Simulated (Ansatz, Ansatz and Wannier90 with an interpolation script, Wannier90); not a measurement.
# G0W0 band structure of SnO2 (Cassiterite), part 2 of 3

Aim: the G0W0 bands of SnO2 (Cassiterite) along the symmetry lines, with the gap off the mesh.

Ansatz 0.2.0; LDA, Wannier functions and G0W0, plane waves, PAW. Known limits of the many-body steps: not at the basis limit; no spin-orbit coupling.

So far. Step 2 (LDA bands): The gap is direct, at Γ.

### 4. Wannier functions by Wannier90 (O:2p Sn:5s Sn:5p) on 8×8×12

Localised functions give a small Hamiltonian that interpolates between mesh points at no cost.

This step: maximally localised Wannier functions from the overlaps of LDA states (plane waves, PAW).

The input, w.win:

```
num_iter = 1200
conv_tol = 1.0e-8
conv_window = 5
dis_num_iter = 4000
dis_conv_tol = 1.0e-8
dis_mix_ratio = 0.7
write_hr = true
use_ws_distance = false
num_print_cycles = 50
! ansatz wannier90 interface
! projections by site (counted from 0) and shell: 2 2P, 3 2P, 4 2P, 5 2P, 0 5S, 1 5S, 0 5P, 1 5P
! states of the run's bands (counted from 1): 1-40
num_bands = 40
num_wann  = 20
dis_win_min = 0.73
dis_win_max = 24.63
dis_froz_min = 0.73
dis_froz_max = 14.29
guiding_centres = true

begin unit_cell_cart
Ang
                    4.738                      0.0                      0.0
                      0.0                    4.738                      0.0
                      0.0                      0.0                   3.1865
end unit_cell_cart

begin atoms_frac
Sn                       0.0                      0.0                      0.0
Sn                       0.5                      0.5                      0.5
O                     0.3071                   0.3071                      0.0
O                     0.1929                   0.8071                      0.5
O                     0.6929                   0.6929                      0.0
O                     0.8071                   0.1929                      0.5
end atoms_frac

mp_grid = 8 8 12

[... the mesh's points ...]
```

The run is started by

```
OMP_NUM_THREADS=1 mpirun -n 8 wannier90.x w > wannier90.x.log
```

The log of the run:

```text
TEM
                                    ------

                              Lattice Vectors (Ang)
                    a_1     4.738000   0.000000   0.000000
                    a_2     0.000000   4.738000   0.000000
                    a_3     0.000000   0.000000   3.186500

                   Unit Cell Volume:      71.53260  (Ang^3)

                        Reciprocal-Space Vectors (Ang^-1)
                    b_1     1.326126   0.000000   0.000000
                    b_2     0.000000   1.326126   0.000000
                    b_3     0.000000   0.000000   1.971814

 *----------------------------------------------------------------------------*
 |   Site       Fractional Coordinate          Cartesian Coordinate (Ang)     |
 +----------------------------------------------------------------------------+
 | sn   1   0.00000   0.00000   0.00000   |    0.00000   0.00000   0.00000    |
 | sn   2   0.50000   0.50000   0.50000   |    2.36900   2.36900   1.59325    |
 | o    1   0.30710   0.30710   0.00000   |    1.45504   1.45504   0.00000    |
 | o    2   0.19290   0.80710   0.50000   |    0.91396   3.82404   1.59325    |
 | o    3   0.69290   0.69290   0.00000   |    3.28296   3.28296   0.00000    |
 | o    4   0.80710   0.19290   0.50000   |    3.82404   0.91396   1.59325    |
 *----------------------------------------------------------------------------*
                                ------------
                                K-POINT GRID
                                ------------

             Grid size =  8 x  8 x 12      Total points =  768

 *---------------------------------- MAIN ------------------------------------*
 |  Number of Wannier Functions               :                20             |
 |  Number of Objective Wannier Functions     :                20             |
 |  Number of input Bloch states              :                40             |
 |  Output verbosity (1=low, 5=high)          :                 1             |
 |  Timing Level (1=low, 5=high)              :                 1             |
 |  Optimisation (0=memory, 3=speed)          :                 3             |
 |  Length Unit                               :               Ang             |
 |  Post-processing setup (write *.nnkp)      :                 F             |
 |  Using Gamma-only branch of algorithms     :                 F             |
 *----------------------------------------------------------------------------*
 *------------------------------- WANNIERISE ---------------------------------*
 |  Total number of iterations                :              1200             |
 |  Number of CG steps before reset           :                 5             |
 |  Trial step length for line search         :             2.000             |
 |  Convergence tolerence                     :         0.100E-07             |
 |  Convergence window                        :                 5             |
 |  Iterations between writing output         :                50             |
 |  Iterations between backing up to disk     :               100             |
 |  Write r^2_nm to file                      :                 F             |
 |  Write xyz WF centres to file              :                 F             |
 |  Write on-site energies <0n|H|0n> to file  :                 F             |
 |  Use guiding centre to control phases      :                 T             |
 |  Use phases for initial projections        :                 F             |
 |  Iterations before starting guiding centres:                 0             |
 |  Iterations between using guiding centres  :                 1             |
 *----------------------------------------------------------------------------*
 *------------------------------- DISENTANGLE --------------------------------*
 |  Using band disentanglement                :                 T             |
 |  Total number of iterations                :              4000             |
 |  Mixing ratio                              :             0.700             |
 |  Convergence tolerence                     :         1.000E-08             |
 |  Convergence window                        :                 3             |
 *----------------------------------------------------------------------------*
 *-------------------------------- PLOTTING ----------------------------------*
 |  Plotting Hamiltonian in WF basis          :                 T             |
 *----------------------------------------------------------------------------*

 *---------------------------------- K-MESH ----------------------------------*
 +----------------------------------------------------------------------------+
 |                    Distance to Nearest-Neighbour Shells                    |
 |                    ------------------------------------                    |
 |          Shell             Distance (Ang^-1)          Multiplicity         |
 |          -----             -----------------          ------------         |
 |             1                   0.164318                      2            |
 |             2                   0.165766                      4            |
 |             3                   0.233407                      8            |
 |             4                   0.234428                      4            |
[...]
|                              ---------------                               |
 |                   Outer:    0.73000  to   24.63000  (eV)                   |
 |                   Inner:    0.73000  to   14.29000  (eV)                   |
 +----------------------------------------------------------------------------+
   Number of target bands to extract:   20

                   Unitarised projection of Wannier functions
                   ------------------------------------------
   A_mn = <psi_m|g_n> --> S = A.A^+ --> U = S^-1/2.A
   In dis_project... done
   Using an inner window (linner = T)
   In dis_proj_froz... done

                   Extraction of optimally-connected subspace
                   ------------------------------------------
 +---------------------------------------------------------------------+<-- DIS
 |  Iter     Omega_I(i-1)      Omega_I(i)      Delta (frac.)    Time   |<-- DIS
 +---------------------------------------------------------------------+<-- DIS
       1      24.68658983      24.20503298       1.989E-02      0.00    <-- DIS
       2      24.26950073      23.97413955       1.232E-02      0.03    <-- DIS
       3      24.02367821      23.80390750       9.233E-03      0.05    <-- DIS
      50      22.60230791      22.60049669       8.014E-05      1.26    <-- DIS
     100      22.58119133      22.58113130       2.658E-06      2.53    <-- DIS
     150      22.58049540      22.58048798       3.285E-07      3.80    <-- DIS
     200      22.58045185      22.58045026       7.025E-08      5.07    <-- DIS
     250      22.58044793      22.58044754       1.748E-08      6.34    <-- DIS

             <<<      Delta < 1.000E-08  over  3 iterations     >>>
             <<< Disentanglement convergence criteria satisfied >>>

        Final Omega_I    22.58044738 (Ang^2)

 +----------------------------------------------------------------------------+

 Writing checkpoint file w.chk... done

 *------------------------------- WANNIERISE ---------------------------------*
 +--------------------------------------------------------------------+<-- CONV
 | Iter  Delta Spread     RMS Gradient      Spread (Ang^2)      Time  |<-- CONV
 +--------------------------------------------------------------------+<-- CONV

 ------------------------------------------------------------------------------
 Initial State
  WF centre and spread    1  (  1.459374,  1.459374, -0.000000 )     0.72338959
  WF centre and spread    2  (  1.445847,  1.461894, -0.000000 )     0.79926540
  WF centre and spread    3  (  1.461894,  1.445847,  0.000000 )     0.79926540
  WF centre and spread    4  (  0.909626,  3.828374,  1.593250 )     0.72338959
  WF centre and spread    5  (  0.923153,  3.830894,  1.593250 )     0.79926540
  WF centre and spread    6  (  0.907106,  3.814847,  1.593250 )     0.79926540
  WF centre and spread    7  (  3.278626,  3.278626,  0.000000 )     0.72338959
  WF centre and spread    8  (  3.292153,  3.276106,  0.000000 )     0.79926540
  WF centre and spread    9  (  3.276106,  3.292153,  0.000000 )     0.79926540
  WF centre and spread   10  (  3.828374,  0.909626,  1.593250 )     0.72338959
[...]
Sum of centres and spreads ( 37.904000, 37.904000, 15.932500 )    29.08944813

      0     0.291E+02     0.0000000000       29.0894481338       7.17  <-- CONV
        O_D=      0.0011494 O_OD=      6.5078514 O_TOT=     29.0894481 <-- SPRD
 ------------------------------------------------------------------------------
 Cycle:      1
[...]
Sum of centres and spreads ( 37.904000, 37.904000, 15.932500 )    28.69448407

      1    -0.395E+00     0.2379905453       28.6944840657       7.23  <-- CONV
        O_D=      0.0016623 O_OD=      6.1123744 O_TOT=     28.6944841 <-- SPRD
 Delta: O_D=  0.5128845E-03 O_OD= -0.3954770E+00 O_TOT= -0.3949641E+00 <-- DLTA
 ------------------------------------------------------------------------------
 Cycle:     50
[...]
Sum of centres and spreads ( 37.904000, 37.904000, 15.932500 )    28.33940573

     50    -0.119E-05     0.0008235612       28.3394057286       9.46  <-- CONV
        O_D=      0.0008493 O_OD=      5.7581090 O_TOT=     28.3394057 <-- SPRD
 Delta: O_D=  0.6964541E-08 O_OD= -0.1201926E-05 O_TOT= -0.1194961E-05 <-- DLTA
 ------------------------------------------------------------------------------

             <<<     Delta < 1.000E-08  over  5 iterations     >>>
             <<< Wannierisation convergence criteria satisfied >>>

 Final State
[...]
WF centre and spread   16  (  0.000000, -0.000000,  0.000000 )     2.57233969
  WF centre and spread   17  ( -0.000000,  0.000000,  0.000000 )     2.57233969
  WF centre and spread   18  (  2.369000,  2.369000,  1.593250 )     2.84470094
  WF centre and spread   19  (  2.369000,  2.369000,  1.593250 )     2.57233969
  WF centre and spread   20  (  2.369000,  2.369000,  1.593250 )     2.57233969
  Sum of centres and spreads ( 37.904000, 37.904000, 15.932500 )    28.33939976

         Spreads (Ang^2)       Omega I      =    22.580447381
        ================       Omega D      =     0.000849053
                               Omega OD     =     5.758103324
    Final Spread (Ang^2)       Omega Total  =    28.339399758
 ------------------------------------------------------------------------------

 Writing checkpoint file w.chk... done

 *---------------------------------------------------------------------------*
 |                               PLOTTING                                    |
 *---------------------------------------------------------------------------*

 *===========================================================================*
 |                             TIMING INFORMATION                            |
 *===========================================================================*
 |    Tag                                                Ncalls      Time (s)|
 |---------------------------------------------------------------------------|
 |kmesh: get                                        :         1         0.215|
 |overlap: read                                     :         1         6.099|
 |dis: main                                         :         1         7.381|
 |wann: main                                        :         1         4.000|
 |plot: main                                        :         1         0.826|
 *---------------------------------------------------------------------------*
 All done: wannier90 exiting
```

The job ended after 21 s (8 MPI ranks of Arm Neoverse V1, shared host; 2.8 min of CPU time).

This step gave:

```yaml
gauge_invariant_spread: 22.58 Å²
diagonal_spread: 8.49e-4 Å²
off_diagonal_spread: 5.758 Å²
total_spread: 28.34 Å²
disentanglement_steps: 273
r_m_s_interpolation_error: 4.96e-4 eV
r_m_s_error_near_the_gap: 7.10e-4 eV
```

Near the gap the model misses directly solved bands by 0.7 meV r.m.s. and by 8 meV at most in the window tested. This tests the starting bands, not the corrections carried with them.

Wannier functions, by row:

```
function  x (Å)  y (Å)  z (Å)  spread (Å²)  nearest atom  distance (Å)
       1  1.459  1.459      0          0.7            O3         0.006
       2  1.446  1.462      0        0.761            O3         0.012
       3  1.462  1.446      0        0.761            O3         0.012
       4   0.91  3.828  1.593          0.7            O4         0.006
       5  0.923  3.831  1.593        0.761            O4         0.012
       6  0.907  3.815  1.593        0.761            O4         0.012
       7  3.279  3.279      0          0.7            O5         0.006
       8  3.292  3.276      0        0.761            O5         0.012
       9  3.276  3.292      0        0.761            O5         0.012
      10  3.828   0.91  1.593          0.7            O6         0.006
      11  3.815  0.907  1.593        0.761            O6         0.012
      12  3.831  0.923  1.593        0.761            O6         0.012
      13      0      0      0        1.737           Sn1             0
      14  2.369  2.369  1.593        1.737           Sn2             0
      15      0      0      0        2.845           Sn1             0
      16      0      0      0        2.572           Sn1             0
      17      0      0      0        2.572           Sn1             0
      18  2.369  2.369  1.593        2.845           Sn2             0
      19  2.369  2.369  1.593        2.572           Sn2             0
      20  2.369  2.369  1.593        2.572           Sn2             0
```

Frozen up to 5.13 eV; above it the model need not follow the bands. The electronic bands at the labelled points (eV, zero at the valence-band top):

```
    point  band 23  band 24  band 25  band 26  band 27  band 28  band 29  band 30
        Γ    -1.26    -0.80    -0.80     0.00     1.13     6.11     6.11     6.42
  halfway    -1.24    -1.22    -0.76    -0.30     2.43     5.59     6.45     6.66
        X    -1.22    -1.22    -0.65    -0.65     4.28     4.28     6.94     6.94
  halfway    -1.28    -1.28    -0.79    -0.79     4.47     4.47     7.13     7.13
        M    -1.34    -1.34    -0.91    -0.91     4.65     4.65     7.33     7.33
  halfway    -1.30    -1.22    -0.85    -0.49     3.20     5.27     6.78     6.84
        Γ    -1.26    -0.80    -0.80     0.00     1.13     6.11     6.11     6.42
  halfway    -2.57    -0.86    -0.86    -0.52     3.70     6.72     8.20     8.20
        Z    -1.70    -1.70    -1.28    -1.28     6.17     6.17    10.32    10.32
  halfway    -1.46    -1.46    -1.15    -1.15     6.28     6.28     8.80     8.80
        R    -1.13    -1.13    -0.72    -0.72     6.49     6.49     7.85     7.85
  halfway    -1.05    -1.05    -1.00    -1.00     5.37     5.37     8.59     8.59
        A    -1.00    -1.00    -0.85    -0.85     4.71     4.71     8.60     8.60
  halfway    -1.30    -1.28    -1.06    -1.02     5.61     6.15     7.90    10.00
        Z    -1.70    -1.70    -1.28    -1.28     6.17     6.17    10.32    10.32
jump to X    -1.22    -1.22    -0.65    -0.65     4.28     4.28     6.94     6.94
  halfway    -1.31    -1.31    -0.85    -0.85     5.42     5.42     8.63     8.63
        R    -1.13    -1.13    -0.72    -0.72     6.49     6.49     7.85     7.85
jump to M    -1.34    -1.34    -0.91    -0.91     4.65     4.65     7.33     7.33
  halfway    -0.89    -0.89    -0.88    -0.88     4.98     4.98     8.64     8.64
        A    -1.00    -1.00    -0.85    -0.85     4.71     4.71     8.60     8.60
```

The same for Kohn-Sham, solved directly:

```
point  band 23  band 24  band 25  band 26  band 27  band 28  band 29  band 30
    Γ    -1.26    -0.80    -0.80     0.00     1.13     5.91     6.11     6.11
    X    -1.22    -1.22    -0.65    -0.65     4.28     4.28     6.83     6.83
    M    -1.34    -1.34    -0.91    -0.91     4.65     4.65     7.30     7.30
    Γ    -1.26    -0.80    -0.80     0.00     1.13     5.91     6.11     6.11
    Z    -1.70    -1.70    -1.28    -1.28     6.02     6.02     9.52     9.52
    R    -1.13    -1.13    -0.72    -0.72     6.29     6.29     7.85     7.85
    A    -1.00    -1.00    -0.85    -0.85     4.71     4.71     8.60     8.60
    Z    -1.70    -1.70    -1.28    -1.28     6.02     6.02     9.52     9.52
    X    -1.22    -1.22    -0.65    -0.65     4.28     4.28     6.83     6.83
    R    -1.13    -1.13    -0.72    -0.72     6.29     6.29     7.85     7.85
    M    -1.34    -1.34    -0.91    -0.91     4.65     4.65     7.30     7.30
    A    -1.00    -1.00    -0.85    -0.85     4.71     4.71     8.60     8.60
```

(Part 2 of 3 ends here.)

[Paths, hosts, dates, memory and timing lines, banners, echoed tables and standing remarks are left out of the program output.]

[Logs are printed without paths, hosts, clocks, repeated set-up lines and the standing remarks that a program may print on its own settings, such as how far it seeks lower states.]

[Runs of the session that timed out or met a known fault of the program may be left out.]

[Hosts, paths, dates, database ids (printed as entryN), source tags and the programs' standing remarks are cut or masked in the printed files.]
